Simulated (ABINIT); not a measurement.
# Quasiparticle gap of SiO2 (Stishovite) in ABINIT

How does a plane-wave GW calculation on SiO2 (Stishovite) run from the first input to the gap?

Program: ABINIT 10.8.3. Level of theory: PBE and many-body steps on it, plane waves. Results are calculated unless marked as measured.

This is a report of a sequence of runs, with most program output left out.

### 1. Set-up

Symmetry: P4_2/mnm, No. 136, tetragonal system. Conventional cell: a = 4.177 Å, b = 4.177 Å, c = 2.665 Å, α = 90.00°, β = 90.00°, γ = 90.00°. Si has 6 O at 1.76 to 1.81 Å nearest. Nearest to O lie 3 Si at 1.76 to 1.81 Å. Farther neighbours and most contacts between anions are not listed.

As a file:

```cif
data_structure
_symmetry_space_group_name_H-M 'P4_2/mnm'
_symmetry_Int_Tables_number 136
_cell_length_a 4.1773
_cell_length_b 4.1773
_cell_length_c 2.6652
_cell_angle_alpha 90.000
_cell_angle_beta 90.000
_cell_angle_gamma 90.000
_cell_volume 46.51
loop_
_atom_site_label
_atom_site_type_symbol
_atom_site_symmetry_multiplicity
_atom_site_Wyckoff_symbol
_atom_site_fract_x
_atom_site_fract_y
_atom_site_fract_z
_atom_site_occupancy
Si1 Si 2 a 0.00000 0.00000 0.00000 1
O1 O 4 f 0.30590 0.30590 0.00000 1
```

The cell and positions come from the Crystallography Open Database and are kept as given unless a step says otherwise.

### 2. Ground state

This step: ABINIT 10.8.3; DFT, PBE, plane waves, norm-conserving pseudopotentials.

The ground-state density comes first.

Contents of run.abi:

```
acell 3*1.0 Angstrom
rprim 
  4.177300000000 0.000000000000 0.000000000000
  0.000000000000 4.177300000000 0.000000000000
  0.000000000000 0.000000000000 2.665200000000
ntypat 2
znucl 14 8
natom 6
typat 1 1 2 2 2 2
xred 
  0.000000000000 0.000000000000 0.000000000000
  0.500000000000 0.500000000000 0.500000000000
  0.305900000000 0.305900000000 0.000000000000
  0.194100000000 0.805900000000 0.500000000000
  0.694100000000 0.694100000000 0.000000000000
  0.805900000000 0.194100000000 0.500000000000
pp_dirpath "pseudos"
pseudos "Si.upf, O.upf"
ecut 36
ngkpt 6 6 8
nshiftk 1
shiftk 0 0 0
kptopt 1
chksymbreak 0
nband 23
occopt 1
tolvrs 1e-10
nstep 60
prtwf 0
optforces 0
optstress 0
indata_prefix "in"
outdata_prefix "out"
tmpdata_prefix "tmp"
```

The run is started by

```console
$ OMP_NUM_THREADS=1 mpirun -n 8 abinit run.abi > log
```

Run time: 23 s. Hardware: 8 MPI ranks of Arm Neoverse V1, shared host; peak memory 0.58 GiB.

Numbers from this step:

```
total energy               : -2037.1750 eV
gap                        : 5.686 eV
k of the valence top       : 0, 0, 0
k of the conduction bottom : 0, 0, 0
least direct gap           : 5.686 eV
```

The gap is direct, at Γ.

### 3. Bands along the symmetry lines

Levels along a band path, at the cheap level, show where the edges lie and whether the meshes to come will hold them.

Contents of run.abi:

```
acell 3*1.0 Angstrom
rprim 
  4.177300000000 0.000000000000 0.000000000000
  0.000000000000 4.177300000000 0.000000000000
  0.000000000000 0.000000000000 2.665200000000
ntypat 2
znucl 14 8
natom 6
typat 1 1 2 2 2 2
xred 
  0.000000000000 0.000000000000 0.000000000000
  0.500000000000 0.500000000000 0.500000000000
  0.305900000000 0.305900000000 0.000000000000
  0.194100000000 0.805900000000 0.500000000000
  0.694100000000 0.694100000000 0.000000000000
  0.805900000000 0.194100000000 0.500000000000
pp_dirpath "pseudos"
pseudos "Si.upf, O.upf"
ecut 36
iscf -2
irdden 1
kptopt 0
nkpt 75
kpt 
  0.00000000 0.00000000 0.00000000
  0.00000000 0.06250000 0.00000000
  0.00000000 0.12500000 0.00000000
  0.00000000 0.18750000 0.00000000
  0.00000000 0.25000000 0.00000000
  0.00000000 0.31250000 0.00000000
  0.00000000 0.37500000 0.00000000
  0.00000000 0.43750000 0.00000000
  0.00000000 0.50000000 0.00000000
  0.06250000 0.50000000 0.00000000
  0.12500000 0.50000000 0.00000000
  0.18750000 0.50000000 0.00000000
  0.25000000 0.50000000 0.00000000
  0.31250000 0.50000000 0.00000000
  0.37500000 0.50000000 0.00000000
  0.43750000 0.50000000 0.00000000
  0.50000000 0.50000000 0.00000000
  0.43750000 0.43750000 0.00000000
  0.37500000 0.37500000 0.00000000
  0.31250000 0.31250000 0.00000000
  0.25000000 0.25000000 0.00000000
  0.18750000 0.18750000 0.00000000
  0.12500000 0.12500000 0.00000000
  0.06250000 0.06250000 0.00000000
  0.00000000 0.00000000 0.00000000
  0.00000000 0.00000000 0.06250000
  0.00000000 0.00000000 0.12500000
  0.00000000 0.00000000 0.18750000
  0.00000000 0.00000000 0.25000000
  0.00000000 0.00000000 0.31250000
  0.00000000 0.00000000 0.37500000
  0.00000000 0.00000000 0.43750000
  0.00000000 0.00000000 0.50000000
  0.00000000 0.06250000 0.50000000
  0.00000000 0.12500000 0.50000000
  0.00000000 0.18750000 0.50000000
  0.00000000 0.25000000 0.50000000
  0.00000000 0.31250000 0.50000000
  0.00000000 0.37500000 0.50000000
  0.00000000 0.43750000 0.50000000
  0.00000000 0.50000000 0.50000000
  0.06250000 0.50000000 0.50000000
  0.12500000 0.50000000 0.50000000
  0.18750000 0.50000000 0.50000000
  0.25000000 0.50000000 0.50000000
  0.31250000 0.50000000 0.50000000
  0.37500000 0.50000000 0.50000000
  0.43750000 0.50000000 0.50000000
  0.50000000 0.50000000 0.50000000
  0.43750000 0.43750000 0.50000000
  0.37500000 0.37500000 0.50000000
  0.31250000 0.31250000 0.50000000
  0.25000000 0.25000000 0.50000000
  0.18750000 0.18750000 0.50000000
  0.12500000 0.12500000 0.50000000
  0.06250000 0.06250000 0.50000000
  0.00000000 0.00000000 0.50000000
  0.00000000 0.50000000 0.00000000
  0.00000000 0.50000000 0.06250000
  0.00000000 0.50000000 0.12500000
  0.00000000 0.50000000 0.18750000
  0.00000000 0.50000000 0.25000000
  0.00000000 0.50000000 0.31250000
  0.00000000 0.50000000 0.37500000
  0.00000000 0.50000000 0.43750000
  0.00000000 0.50000000 0.50000000
  0.50000000 0.50000000 0.00000000
  0.50000000 0.50000000 0.06250000
  0.50000000 0.50000000 0.12500000
  0.50000000 0.50000000 0.18750000
  0.50000000 0.50000000 0.25000000
  0.50000000 0.50000000 0.31250000
  0.50000000 0.50000000 0.37500000
  0.50000000 0.50000000 0.43750000
  0.50000000 0.50000000 0.50000000
istwfk *1
nband 28
nbdbuf 7
tolwfr 1e-07
nstep 50
prtwf 0
prtvol 0
indata_prefix "in"
outdata_prefix "out"
tmpdata_prefix "tmp"
```

The job ended after 18 s (8 MPI ranks; peak memory 0.57 GiB; 2.4 min of CPU time).

This step gave:

* gap: 5.686 eV
* k of the valence top: 0, 0, 0
* k of the conduction bottom: 0, 0, 0
* least direct gap: 5.686 eV

The gap is 5.686 eV, as in the run before at this level.

The electronic bands at the labelled points (eV, zero at the top of the highest filled band):

```
    point  band 13  band 14  band 15  band 16  band 17  band 18  band 19  band 20
        Γ    -2.51    -0.88    -0.88     0.00     5.69     6.76     8.59     8.59
  halfway    -2.48    -2.07    -0.99    -0.46     6.56     7.28     8.76     8.80
        X    -2.70    -2.70    -1.07    -1.07     7.79     7.79     9.17     9.17
  halfway    -2.94    -2.94    -1.47    -1.47     7.59     7.59     9.65     9.65
        M    -2.66    -2.66    -2.27    -2.27     7.49     7.49    10.14    10.14
  halfway    -2.58    -2.48    -1.45    -0.80     6.84     7.71     8.77     9.54
        Γ    -2.51    -0.88    -0.88     0.00     5.69     6.76     8.59     8.59
  halfway    -4.40    -1.52    -1.52    -0.78     7.54     9.89    10.28    11.33
        Z    -3.06    -3.06    -2.67    -2.67     9.15     9.15    12.69    12.69
  halfway    -2.79    -2.79    -2.24    -2.24     9.04     9.04    10.90    10.90
        R    -2.29    -2.29    -1.75    -1.75     8.83     8.83     9.95     9.95
  halfway    -2.25    -2.25    -1.62    -1.62     7.78     7.78    10.80    10.80
        A    -1.76    -1.76    -1.55    -1.55     7.24     7.24    11.09    11.09
  halfway    -2.55    -2.46    -2.32    -1.82     8.07     8.59    10.65    11.83
        Z    -3.06    -3.06    -2.67    -2.67     9.15     9.15    12.69    12.69
jump to X    -2.70    -2.70    -1.07    -1.07     7.79     7.79     9.17     9.17
  halfway    -2.87    -2.87    -1.43    -1.43     9.11     9.11    10.62    10.62
        R    -2.29    -2.29    -1.75    -1.75     8.83     8.83     9.95     9.95
jump to M    -2.66    -2.66    -2.27    -2.27     7.49     7.49    10.14    10.14
  halfway    -1.93    -1.93    -1.71    -1.71     8.18     8.18    11.59    11.59
        A    -1.76    -1.76    -1.55    -1.55     7.24     7.24    11.09    11.09
```

### 4. Empty states on the mesh, 4×4×4 mesh, 123 bands

The sums over transitions need many empty states on a uniform mesh; this step solves for them.

Contents of run.abi:

```
acell 3*1.0 Angstrom
rprim 
  4.177300000000 0.000000000000 0.000000000000
  0.000000000000 4.177300000000 0.000000000000
  0.000000000000 0.000000000000 2.665200000000
ntypat 2
znucl 14 8
natom 6
typat 1 1 2 2 2 2
xred 
  0.000000000000 0.000000000000 0.000000000000
  0.500000000000 0.500000000000 0.500000000000
  0.305900000000 0.305900000000 0.000000000000
  0.194100000000 0.805900000000 0.500000000000
  0.694100000000 0.694100000000 0.000000000000
  0.805900000000 0.194100000000 0.500000000000
pp_dirpath "pseudos"
pseudos "Si.upf, O.upf"
ecut 36
ngkpt 4 4 4
nshiftk 1
shiftk 0 0 0
kptopt 1
chksymbreak 0
irdden 1
istwfk *1
nband 123
prtvol 0
optdriver 6
gwr_task "HDIAGO"
paral_kgb 0
occopt 1
indata_prefix "in"
outdata_prefix "out"
tmpdata_prefix "tmp"
```

Elapsed: 86 s, on 8 MPI ranks; peak memory 4.9 GiB.

This step gave:

| Item | Value |
| --- | --- |
| gap | 5.686 eV |
| k of the valence top | 0, 0, 0 |
| k of the conduction bottom | 0, 0, 0 |
| least direct gap | 5.686 eV |
| k points computed | 18 |
| lowest point of the top converged band, above the valence top | 78.7026 eV |

On this mesh the gap is 5.686 eV.

### 5. Screening, 4×4×4 mesh, 115 bands, screening to 130.6 eV

The RPA dielectric matrix is built and inverted for each q.

This step: RPA screening on PBE, plane waves, norm-conserving pseudopotentials.

Edit run.abi of step 4 so:

```diff
@@ -24,10 +24,11 @@
 chksymbreak 0
-irdden 1
 istwfk *1
-nband 123
-prtvol 0
-optdriver 6
-gwr_task "HDIAGO"
-paral_kgb 0
 occopt 1
+irdwfk 1
+optdriver 3
+nband 115
+ecuteps 4.8
+inclvkb 2
+awtr 1
+symchi 1
 indata_prefix "in"
```

Wall time 49 s (8 MPI ranks); peak memory 2 GiB.

Numbers from this step:

```yaml
eps_infinity_with_local_fields_on_this_mesh_along_the_program_s_q_direction: 3.380
the_same_without_local_fields: 3.636
plasma_frequency: 30.80 eV
plane_waves_in_the_screening_matrix: 161
```

Local fields lower ε∞ by 7 %. On a Γ-centred mesh this coarse the value itself is usually too large, while a short band sum pulls it down.

### 6. Self-energy, 4×4×4 mesh, 115 bands, screening to 130.6 eV

The self-energy is evaluated for the states that the input lists, and the levels follow from it, in one-shot runs by the linearised quasiparticle equation.

This step: G0W0 on PBE, plane waves, norm-conserving pseudopotentials.

Edit run.abi of step 5 so:

```diff
@@ -27,8 +27,49 @@
 irdwfk 1
-optdriver 3
+optdriver 4
 nband 115
+gwcalctyp 0
+ecutsigx 36
+symsigma 1
+nkptgw 18
+kptgw 
+  0.0000000000 0.0000000000 0.0000000000
+  0.2500000000 0.0000000000 0.0000000000
+  0.5000000000 0.0000000000 0.0000000000
+  0.2500000000 0.2500000000 0.0000000000
+  0.5000000000 0.2500000000 0.0000000000
+  0.5000000000 0.5000000000 0.0000000000
+  0.0000000000 0.0000000000 0.2500000000
+  0.2500000000 0.0000000000 0.2500000000
+  0.5000000000 0.0000000000 0.2500000000
+  0.2500000000 0.2500000000 0.2500000000
+  0.5000000000 0.2500000000 0.2500000000
+  0.5000000000 0.5000000000 0.2500000000
+  0.0000000000 0.0000000000 0.5000000000
+  0.2500000000 0.0000000000 0.5000000000
+  0.5000000000 0.0000000000 0.5000000000
+  0.2500000000 0.2500000000 0.5000000000
+  0.5000000000 0.2500000000 0.5000000000
+  0.5000000000 0.5000000000 0.5000000000
+bdgw 
+  5 22
+  5 22
+  5 22
+  5 22
+  5 22
+  5 22
+  5 22
+  5 22
+  5 22
+  5 22
+  5 22
+  5 22
+  5 22
+  5 22
+  5 22
+  5 22
+  5 22
+  5 22
 ecuteps 4.8
-inclvkb 2
-awtr 1
-symchi 1
+irdscr 1
+ppmodel 1
 indata_prefix "in"
```

The job ended after 3.8 min (8 MPI ranks; peak memory 4 GiB).

This step gave:

* G0W0 gap on the mesh: 7.960 eV
* starting gap on the mesh: 5.686 eV
* k of the valence top: 0, 0, 0
* k of the conduction bottom: 0, 0, 0
* Z at the valence top: 0.823
* Z at the conduction bottom: 0.85
* least direct G0W0 gap on the computed points: 7.960 eV

The gap on the mesh goes from 5.69 eV to 7.96 eV, a correction of +2.27 eV.

Limits: finite bands, cutoff and mesh; coarse k mesh. v1 is the top filled band, c1 the lowest empty one. The levels before and after the correction (eV, zero at the valence-band top of each column):

```
           conduction bottom  valence top
Kohn-Sham               5.69         0.00
     G0W0               7.96         0.00
```

```
             level  energy (eV)
Kohn-Sham     Γ v4       -2.511
Kohn-Sham  Γ v3-v2       -0.884
Kohn-Sham     Γ v1        0.000
Kohn-Sham     Γ c1        5.686
Kohn-Sham     Γ c2        6.763
Kohn-Sham  Γ c3-c4        8.593
     G0W0     Γ v4       -2.720
     G0W0  Γ v3-v2       -0.907
     G0W0     Γ v1        0.000
     G0W0     Γ c1        7.960
     G0W0     Γ c2        9.003
     G0W0  Γ c3-c4       10.752
```

### 7. Where the time went

Times are wall times on 8 MPI ranks of Arm Neoverse V1, shared host, good to a factor of about two.

```
                          step     time  share  memory (GiB)
                  ground state     23 s    6 %          0.58
bands along the symmetry lines     18 s    4 %          0.57
      empty states on the mesh     86 s   21 %           4.9
                     screening     49 s   12 %           2.0
                   self-energy  3.8 min   57 %           4.0
```

### 8. Summary of results

| Property | Result |
| --- | --- |
| PBE gap | 5.69 eV, direct |
| G0W0 gap on the mesh | 7.96 eV |
| GW settings | 4×4×4 mesh, 115 bands, screening to 130.6 eV, Godby-Needs plasmon pole |
| known limits | not at the basis limit; coarse k mesh |

**Reading.** G0W0 moves the gap on the mesh from 5.69 eV to 7.96 eV (+2.27 eV), with Z of 0.82 and 0.85 at the edges. Local fields lower the RPA ε∞ on this mesh from 3.64 to 3.38; a Γ-centred mesh this coarse tends to raise both, most where the direct gap is narrow, while a short band sum lowers them. The dearest step here is «self-energy». Bands and cutoff are finite, so the gap is not at the basis limit. The miss can reach some tenths of an eV and take either sign; the mesh is an error of its own. The 4×4×4 mesh is coarse for this cell, which bears on the long-range parts of exchange and screening.

[Paths, hosts, dates, memory and timing lines, banners, echoed tables and standing remarks are left out of the program output.]

[Logs are printed without paths, hosts, clocks, repeated set-up lines and the standing remarks that a program may print on its own settings, such as how far it seeks lower states.]

[Runs of the session that timed out or met a known fault of the program may be left out.]

[Hosts, paths, dates, database ids (printed as entryN), source tags and the programs' standing remarks are cut or masked in the printed files.]

[G0W0 gaps are taken among the corrected bands and points alone; a level outside them can change the order at an edge.]

[Where Ansatz stands beside ABINIT at settings called matched, ABINIT's density can come from a denser mesh and the files from another edition; pairs whose starting gaps differed by over 0.03 eV were left out, so agreement reads better than it is.]
